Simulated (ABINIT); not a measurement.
## Excitons of SnO2 (Cassiterite): kernels and approximations

Wanted: excitons and ε₂ of SnO2 (Cassiterite), with cost.

Method: PBE and many-body steps on it, plane waves, in ABINIT 10.8.3.

## 1. Set-up

Symmetry: P4_2/mnm, No. 136, tetragonal system. The conventional cell has a = 4.738 Å, b = 4.738 Å, c = 3.187 Å, α = 90.00°, β = 90.00°, γ = 90.00°. Sn has 6 O at 2.05 to 2.06 Å nearest. Nearest to O lie 3 Sn at 2.05 to 2.06 Å. Farther neighbours and most contacts between anions are not listed.

The cell and positions come from the Crystallography Open Database and are kept as given unless a step says otherwise.

## 2. Empty states on the mesh, 4×4×4 mesh, 75 bands

This step: ABINIT 10.8.3; DFT, PBE, plane waves, norm-conserving pseudopotentials.

The sums over transitions need many empty states on a uniform mesh; this step solves for them.

Input file run.abi:

```
acell 3*1.0 Angstrom
rprim 
  4.738000000000 0.000000000000 0.000000000000
  0.000000000000 4.738000000000 0.000000000000
  0.000000000000 0.000000000000 3.186500000000
ntypat 2
znucl 50 8
natom 6
typat 1 1 2 2 2 2
xred 
  0.000000000000 0.000000000000 0.000000000000
  0.500000000000 0.500000000000 0.500000000000
  0.307100000000 0.307100000000 0.000000000000
  0.192900000000 0.807100000000 0.500000000000
  0.692900000000 0.692900000000 0.000000000000
  0.807100000000 0.192900000000 0.500000000000
pp_dirpath "pseudos"
pseudos "Sn.upf, O.upf"
ecut 42
ngkpt 4 4 4
nshiftk 1
shiftk 0 0 0
kptopt 1
chksymbreak 0
iscf -2
irdden 1
istwfk *1
nband 75
nbdbuf 6
tolwfr 1e-09
nstep 60
prtvol 0
indata_prefix "in"
outdata_prefix "out"
tmpdata_prefix "tmp"
```

Command:

```bash
OMP_NUM_THREADS=1 mpirun -n 4 abinit run.abi > log
```

Numbers of over 12 decimals in the logs are rounded to 6 here.

The log of the run:

```text
.Version 10.8.3 of ABINIT. v10.8.2 released Aug 2026.

 Symmetries : space group P4_2/m n m (#136); Bravais tP (primitive tetrag.)
[... echo of the input left out ...]
== DATASET  1 ==================================================================
-   mpi_nproc: 4, omp_nthreads: 1 (-1 if OMP is not activated)

--- !DatasetInfo
iteration_state: {dtset: 1, }
dimensions: {natom: 6, nkpt: 18, mband: 75, nsppol: 1, nspinor: 1, nspden: 1, mpw: 6312, }
cutoff_energies: {ecut:  42.0, pawecutdg:  -1.0, }
[...]
1.09149    1.12377    1.22145    1.22145    1.25530    1.25530    1.25938    1.28996
   1.36149    1.36149    1.38817    1.41151    1.41315    1.47453    1.49257    1.49258
   1.52015    1.52447    1.52590
 prteigrs : prtvol=0 or 1, do not print more k-points.

== END DATASET(S) ==============================================================
================================================================================

 -outvars: echo values of variables after computation  --------
            nband          75
             nkpt          18
          spgroup         136
 [... the other variables as echoed above ...]

 Calculation completed.
```

It took 67 s on 4 MPI ranks of Arm Neoverse V1, shared host; peak memory 0.41 GiB.

Numbers from this step:

```yaml
gap: 1.284 eV
k_of_the_valence_top: 0, 0, 0
k_of_the_conduction_bottom: 0, 0, 0
least_direct_gap: 1.284 eV
k_points_computed: 18
lowest_point_of_the_top_converged_band_above_the_valence_top: 31.21 eV
```

On this mesh the gap is 1.284 eV.

The density comes from a self-consistent run that is not shown.

## 3. Screening, 4×4×4 mesh, 69 bands, screening to 98 eV

The RPA dielectric matrix is built and inverted for each q.

This step: RPA screening on PBE, plane waves, norm-conserving pseudopotentials.

run.abi: that of step 2 with these lines changed.

```diff
@@ -24,10 +24,11 @@
 chksymbreak 0
-iscf -2
-irdden 1
 istwfk *1
-nband 75
-nbdbuf 6
-tolwfr 1e-09
-nstep 60
-prtvol 0
+occopt 1
+irdwfk 1
+optdriver 3
+nband 69
+ecuteps 3.6
+inclvkb 2
+awtr 1
+symchi 1
 indata_prefix "in"
```

The log of the run:

```text
.Version 10.8.3 of ABINIT. v10.8.2 released Aug 2026.

 Symmetries : space group P4_2/m n m (#136); Bravais tP (primitive tetrag.)
[... echo of the input left out ...]
== DATASET  1 ==================================================================
-   mpi_nproc: 4, omp_nthreads: 1 (-1 if OMP is not activated)

--- !DatasetInfo
iteration_state: {dtset: 1, }
dimensions: {natom: 6, nkpt: 18, mband: 69, nsppol: 1, nspinor: 1, nspden: 1, mpw: 6312, }
cutoff_energies: {ecut:  42.0, pawecutdg:  -1.0, }
[...]
--------------------------------------------------------------------------------
[... chi0 elements left out ...]
 For q-point:  0.000010 0.000020 0.000030
  dielectric constant =   4.5045
  dielectric constant without local fields =   4.6997

  Average fulfillment of the sum rule on Im[epsilon] for q-point    1 :     24.38  [%]
[... wings left out ...]
  q-point number  2        q = ( 0.250000, 0.000000, 0.000000) [r.l.u.]
--------------------------------------------------------------------------------
[... chi0 elements left out ...]
  Average fulfillment of the sum rule on Im[epsilon] for q-point    2 :     37.01  [%]

 [... 16 further q-points ...]
```

Run time: 2.2 min. Hardware: 4 MPI ranks; peak memory 2.2 GiB; 8.7 min of CPU time.

Numbers from this step:

```
ε∞ with local fields, on this mesh, along the program's q direction : 4.505
the same without local fields                                       : 4.700
plasma frequency                                                    : 36.20 eV
plane waves in the screening matrix                                 : 161
```

Local fields lower ε∞ by 4 %. On a Γ-centred mesh this coarse the value itself is usually too large, while a short band sum pulls it down.

## 4. Self-energy, 4×4×4 mesh, 69 bands, screening to 98 eV

The self-energy is evaluated for the states that the input lists, and the levels follow from it, in one-shot runs by the linearised quasiparticle equation.

This step: G0W0 on PBE, plane waves, norm-conserving pseudopotentials.

run.abi: that of step 3 with these lines changed.

```diff
@@ -27,8 +27,15 @@
 irdwfk 1
-optdriver 3
+optdriver 4
 nband 69
+gwcalctyp 0
+ecutsigx 42
+symsigma 1
+nkptgw 1
+kptgw 
+  0.0000000000 0.0000000000 0.0000000000
+bdgw 
+  32 36
 ecuteps 3.6
-inclvkb 2
-awtr 1
-symchi 1
+irdscr 1
+ppmodel 1
 indata_prefix "in"
```

The log of the run:

```text
.Version 10.8.3 of ABINIT. v10.8.2 released Aug 2026.

 Symmetries : space group P4_2/m n m (#136); Bravais tP (primitive tetrag.)
[... echo of the input left out ...]
== DATASET  1 ==================================================================
-   mpi_nproc: 4, omp_nthreads: 1 (-1 if OMP is not activated)

--- !DatasetInfo
iteration_state: {dtset: 1, }
dimensions: {natom: 6, nkpt: 18, mband: 69, nsppol: 1, nspinor: 1, nspden: 1, mpw: 6312, }
cutoff_energies: {ecut:  42.0, pawecutdg:  -1.0, }
[...]
34   6.777 -20.351 -26.231   5.697   0.786  -0.272 -20.494  -0.144   6.633
       35   8.061 -16.498 -12.586  -2.211   0.846  -0.182 -15.059   1.439   9.500
       36  12.920 -16.302 -10.641  -3.149   0.836  -0.196 -14.202   2.100  15.019

== END DATASET(S) ==============================================================
================================================================================

 -outvars: echo values of variables after computation  --------
           etotal      0.0000000000E+00
            nband          69
             nkpt          18
          spgroup         136
 [... the other variables as echoed above ...]

 Calculation completed.
```

The job ended after 7 s (4 MPI ranks; peak memory 1.7 GiB; 27 s of CPU time).

This step gave:

```
G0W0 gap on the points computed              : 2.867 eV
starting gap on the mesh                     : 1.284 eV
k of the valence top                         : 0, 0, 0
k of the conduction bottom                   : 0, 0, 0
least direct G0W0 gap on the computed points : 2.867 eV
```

The gap on the mesh goes from 1.28 eV to 2.87 eV, a correction of +1.58 eV.

The gap opens by 1.583 eV; the next steps shift the empty bands rigidly by 1.583 eV.

## 5. Excitons

Light makes an electron and a hole together. The Bethe-Salpeter equation adds their screened attraction and their exchange, in a window of bands around the gap.

This step: Bethe-Salpeter equation on PBE with a scissors shift, plane waves, norm-conserving pseudopotentials.

run.abi: that of step 4 with these lines changed.

```diff
@@ -27,15 +27,17 @@
 irdwfk 1
-optdriver 4
-nband 69
-gwcalctyp 0
-ecutsigx 42
-symsigma 1
-nkptgw 1
-kptgw 
-  0.0000000000 0.0000000000 0.0000000000
-bdgw 
-  32 36
+optdriver 99
+bs_calctype 1
+mbpt_sciss 1.583 eV
+bs_loband 24
+nband 36
+bs_exchange_term 1
+bs_coulomb_term 11
+bs_coupling 0
+bs_algorithm 1
+bs_freq_mesh 0 9 0.05 eV
+zcut 0.15 eV
 ecuteps 3.6
+ecutwfn 21
+inclvkb 2
 irdscr 1
-ppmodel 1
 indata_prefix "in"
```

The log of the run:

```text
.Version 10.8.3 of ABINIT. v10.8.2 released Aug 2026.

 Symmetries : space group P4_2/m n m (#136); Bravais tP (primitive tetrag.)
[... echo of the input left out ...]
== DATASET  1 ==================================================================
-   mpi_nproc: 4, omp_nthreads: 1 (-1 if OMP is not activated)

--- !DatasetInfo
iteration_state: {dtset: 1, }
dimensions: {natom: 6, nkpt: 18, mband: 36, nsppol: 1, nspinor: 1, nspden: 1, mpw: 2241, }
cutoff_energies: {ecut:  21.0, pawecutdg:  -1.0, }
electrons: {nelect:   6.80000000E+01, charge:   0.00000000E+00, occopt:   1.00000000E+00, tsmear:   1.00000000E-02, }

 Exciton: Calculation of dielectric properties by solving the Bethe-Salpeter equation
 in frequency domain and reciprocal space on a transitions basis set.
 Based on a program developed by L. Reining, V. Olevano, F. Sottile,
 S. Albrecht, and G. Onida. Incorporated in ABINIT by M. Giantomassi.

.Using double precision arithmetic ; gwpc =  8

[... cell and pseudopotentials left out ...]
--------------------------------------------------------------------------------

 ==== K-mesh for the wavefunctions ====
 Number of points in the irreducible wedge :    18
[... list of points left out ...]
 Together with 16 symmetry operations and time-reversal symmetry
 yields    64 points in the full Brillouin Zone.

 ==== Q-mesh for the screening function ====
 Number of points in the irreducible wedge :    18
[... list of points left out ...]
 Together with 16 symmetry operations and time-reversal symmetry
 yields    64 points in the full Brillouin Zone.

 vcoul_init : cutoff-mode = AUXILIARY_FUNCTION
 q-points for optical limit:   1
     1)      0.000010    0.000020    0.000030
 setmesh: FFT mesh size selected  =    30x   30x   20
          total number of points  =        18000

 ==== Fundamental parameters for the solution of the Bethe-Salpeter equation: ====
 Algorithm: Direct diagonalization.
 Dimension of the v, W matrices,  npweps  = 161
 Cutoff for the wavefunctions,    npwwfn  = 2241
 Number of k-points in the IBZ,   nkibz   = 18
 Highest empty band included,     nband   = 36
 === Spin UP ===
 Number of resonant transitions          1408
 Lowest occupied state                   24
 Highest occupied state                  34
 Lowest unoccupied state                 35
 Highest unoccupied state                36
 Minimum frequency [eV]           Emin    =   0.00
 Maximum frequency [eV]           Emax    =   9.00
 Frequency step [eV]              dE      =   0.05
 Lorentzian broadening [eV]       eta     =   0.15
 RPA L0 with KS energies and KS wavefunctions
 Scissors operator energy [eV] =          1.58
 Local fields effects (v term) included
 Excitonic effects (W term) included
 Full W_GG' included
 W is read from an external SCR file
 Resonant-only calculation (Hermitian case)

 Calculating epsilon_Macro(q-->0,w), along the following directions:
 q = (  1.424997  0.000000  0.000000) [r.l.u.]
 q = (  0.000000  1.424997  0.000000) [r.l.u.]
 q = (  0.000000  0.000000  0.958369) [r.l.u.]
 q = (  1.424997  0.000000  0.000000) [r.l.u.]
 q = (  0.000000  1.424997  0.000000) [r.l.u.]
 q = (  0.000000  0.000000  0.958369) [r.l.u.]
 Number of electrons calculated from density =   67.8585; Expected =   68.0000
 average of density, n =  0.140573
 r_s =    1.1931
 omega_plasma =   36.1666 [eV]

. Writing resonant excitonic Hamiltonian on file out_BSR; file size=   0.01 [Gb].
 Direct diagonalization of the resonant excitonic Hamiltonian, Matrix size= 1408
. Using LAPACK sequential version.
 Excitonic eigenvalues in eV up to n=   32
   2.35905   3.12110   3.12125   3.59279   3.59283   3.84702   3.94384   3.94402
   3.99617   4.30210   4.35984   4.36037   4.37440   4.38462   4.39096   4.76321
   4.76324   4.83853   4.87755   4.87852   4.88771   4.88843   4.91917   4.92039
   4.92586   4.92589   4.92688   5.17372   5.19533   5.19545   5.22904   5.23730

 First excitonic eigenvalue=    2.36 [eV]
 Last  excitonic eigenvalue=   14.71 [eV]

 GW  direct gap       2.87  0.00 [eV]
 EXC direct gap       2.36  0.00 [eV]
 EXC binding energy   0.51  0.00 [eV]

 Excitonic eigenvalues up to the GW energy gap [eV]
  1 (  2.36  0.00)

 Macroscopic dielectric function:
 omega [eV] <KS_RPA_nlf>  <GW_RPA_nlf>  <BSE>
   0.0000   2.9371   0.0000   2.4560   0.0000   2.7146   0.0000
   0.0500   2.9374   0.0020   2.4561   0.0006   2.7148   0.0010
   0.1000   2.9384   0.0039   2.4564   0.0011   2.7153   0.0019
   0.1500   2.9400   0.0059   2.4569   0.0017   2.7161   0.0029
   0.2000   2.9423   0.0079   2.4575   0.0022   2.7172   0.0039
   0.2500   2.9452   0.0100   2.4583   0.0028   2.7187   0.0049
   0.3000   2.9489   0.0121   2.4594   0.0034   2.7204   0.0059
   0.3500   2.9532   0.0143   2.4606   0.0040   2.7226   0.0069
   0.4000   2.9582   0.0165   2.4620   0.0045   2.7250   0.0079
   0.4500   2.9640   0.0189   2.4636   0.0051   2.7278   0.0090

 Writing KS-RPA macroscopic dielectric function without local fields to file: out_RPA_NLF_MDF
 Writing GW-RPA macroscopic dielectric function without local fields to file: out_GW_NLF_MDF
 Writing EXC Macroscopic dielectric function to file: out_EXC_MDF

== END DATASET(S) ==============================================================
================================================================================

 -outvars: echo values of variables after computation  --------
           etotal      0.0000000000E+00
            nband          36
             nkpt          18
          spgroup         136
 [... the other variables as echoed above ...]

 Calculation completed.
```

Wall time 67 s (4 MPI ranks); peak memory 0.76 GiB; 4.4 min of CPU time.

This step gave:

```
direct gap of the transition levels                            : 2.867 eV
transitions in the window                                      : 1408
first strong exciton (over a fiftieth of the strongest listed) : 3.121 eV
lowest state                                                   : 2.359 eV
binding of the lowest state below the direct gap               : 0.5080 eV
Coulomb term of one mesh cell                                  : 0.5468 eV
```

The binding is 0.93 times the screened Coulomb term of one mesh cell (0.55 eV), so it is not shown settled.

The lowest state lies at 2.359 eV, 0.508 eV under the direct gap.

Lines within 3 meV are set at the lowest of them, and the highest group, which the list may cut short, is left out. Lines of the exciton spectrum (strongest = 100):

```
position (eV)  lines merged  oscillator strength, relative
        2.359             1                            0.0
        3.121             2                            100
        3.593             2                            0.0
        3.847             1                            0.0
        3.944             2                            0.2
        3.996             1                            0.0
        4.302             1                            0.0
        4.360             2                             57
        4.374             1                            0.0
        4.385             1                             66
        4.391             1                            0.0
```

The ε₂ has structure finer than the step of the table below, so its rows give means over 0.2 eV, whole bins alone (the curve runs from 0 to 9 eV). Peaks (eV: height): BSE 3.10: 2.92, 4.35: 3.65, 6.00: 3.43, 7.00: 2.72, 8.20: 3.69; no electron-hole interaction 3.65: 2.20, 4.90: 2.50, 6.80: 2.94, 7.55: 2.94, 8.75: 4.00; Kohn-Sham, no shift 2.05: 2.22, 3.30: 2.48, 5.20: 2.93, 5.95: 2.95, 7.20: 4.00, 8.85: 2.05.

Mean over the three Cartesian directions of q; broadening 0.15 eV; transition window only. Limits: finite bands, cutoff and mesh; no spin-orbit coupling; coarse k mesh; exciton not shown settled in the k mesh. ε₂ against photon energy; means over each step:

```
photon energy (eV)      BSE  no electron-hole interaction  Kohn-Sham, no shift
               0.2  0.00392                       0.00225              0.00797
               0.4  0.00795                       0.00453               0.0166
               0.6   0.0122                       0.00692               0.0267
               0.8   0.0170                       0.00948               0.0395
               1.0   0.0223                        0.0122               0.0575
               1.2   0.0286                        0.0153               0.0859
               1.4   0.0363                        0.0189                0.139
               1.6   0.0461                        0.0230                0.262
               1.8   0.0594                        0.0280                0.675
               2.0   0.0785                        0.0343                 1.85
               2.2    0.109                        0.0426                 1.21
               2.4    0.162                        0.0541                0.455
               2.6    0.278                        0.0714                0.305
               2.8    0.615                        0.1000                0.342
               3.0     1.89                         0.155                0.614
               3.2     2.28                         0.288                 1.70
               3.4    0.833                         0.754                 1.91
               3.6    0.457                          1.91                0.955
               3.8    0.444                          1.11                0.937
               4.0    0.699                         0.436                0.778
               4.2     1.83                         0.308                0.945
               4.4     3.25                         0.359                0.852
               4.6     1.52                         0.667                 1.05
               4.8     1.08                          1.83                 1.46
               5.0    0.970                          1.80                 2.40
               5.2     1.22                         0.942                 2.82
               5.4     1.29                         0.927                 2.48
               5.6     1.83                         0.792                 2.41
               5.8     2.49                         0.945                 2.52
               6.0     3.32                         0.859                 2.77
               6.2     3.03                          1.08                 2.00
               6.4     2.12                          1.52                 2.24
               6.6     2.00                          2.47                 2.98
               6.8     2.36                          2.83                 3.00
               7.0     2.64                          2.45                 3.45
               7.2     2.25                          2.42                 3.88
               7.4     2.41                          2.55                 3.57
               7.6     3.07                          2.72                 3.15
               7.8     3.06                          1.97                 2.76
               8.0     3.42                          2.31                 2.24
               8.2     3.65                          2.99                 1.75
               8.4     3.55                          3.03                 1.42
               8.6     2.89                          3.50                 1.27
               8.8     1.85                          3.87                 1.88
```

(Continued in part 2 of 4.)

[Paths, hosts, dates, memory and timing lines, banners, echoed tables and standing remarks are left out of the program output.]

[Logs are printed without paths, hosts, clocks, repeated set-up lines and the standing remarks that a program may print on its own settings, such as how far it seeks lower states.]

[Runs of the session that timed out or met a known fault of the program may be left out.]

[Hosts, paths, dates, database ids (printed as entryN), source tags and the programs' standing remarks are cut or masked in the printed files.]

[G0W0 gaps are taken among the corrected bands and points alone; a level outside them can change the order at an edge.]

[Where Ansatz stands beside ABINIT at settings called matched, ABINIT's density can come from a denser mesh and the files from another edition; pairs whose starting gaps differed by over 0.03 eV were left out, so agreement reads better than it is.]
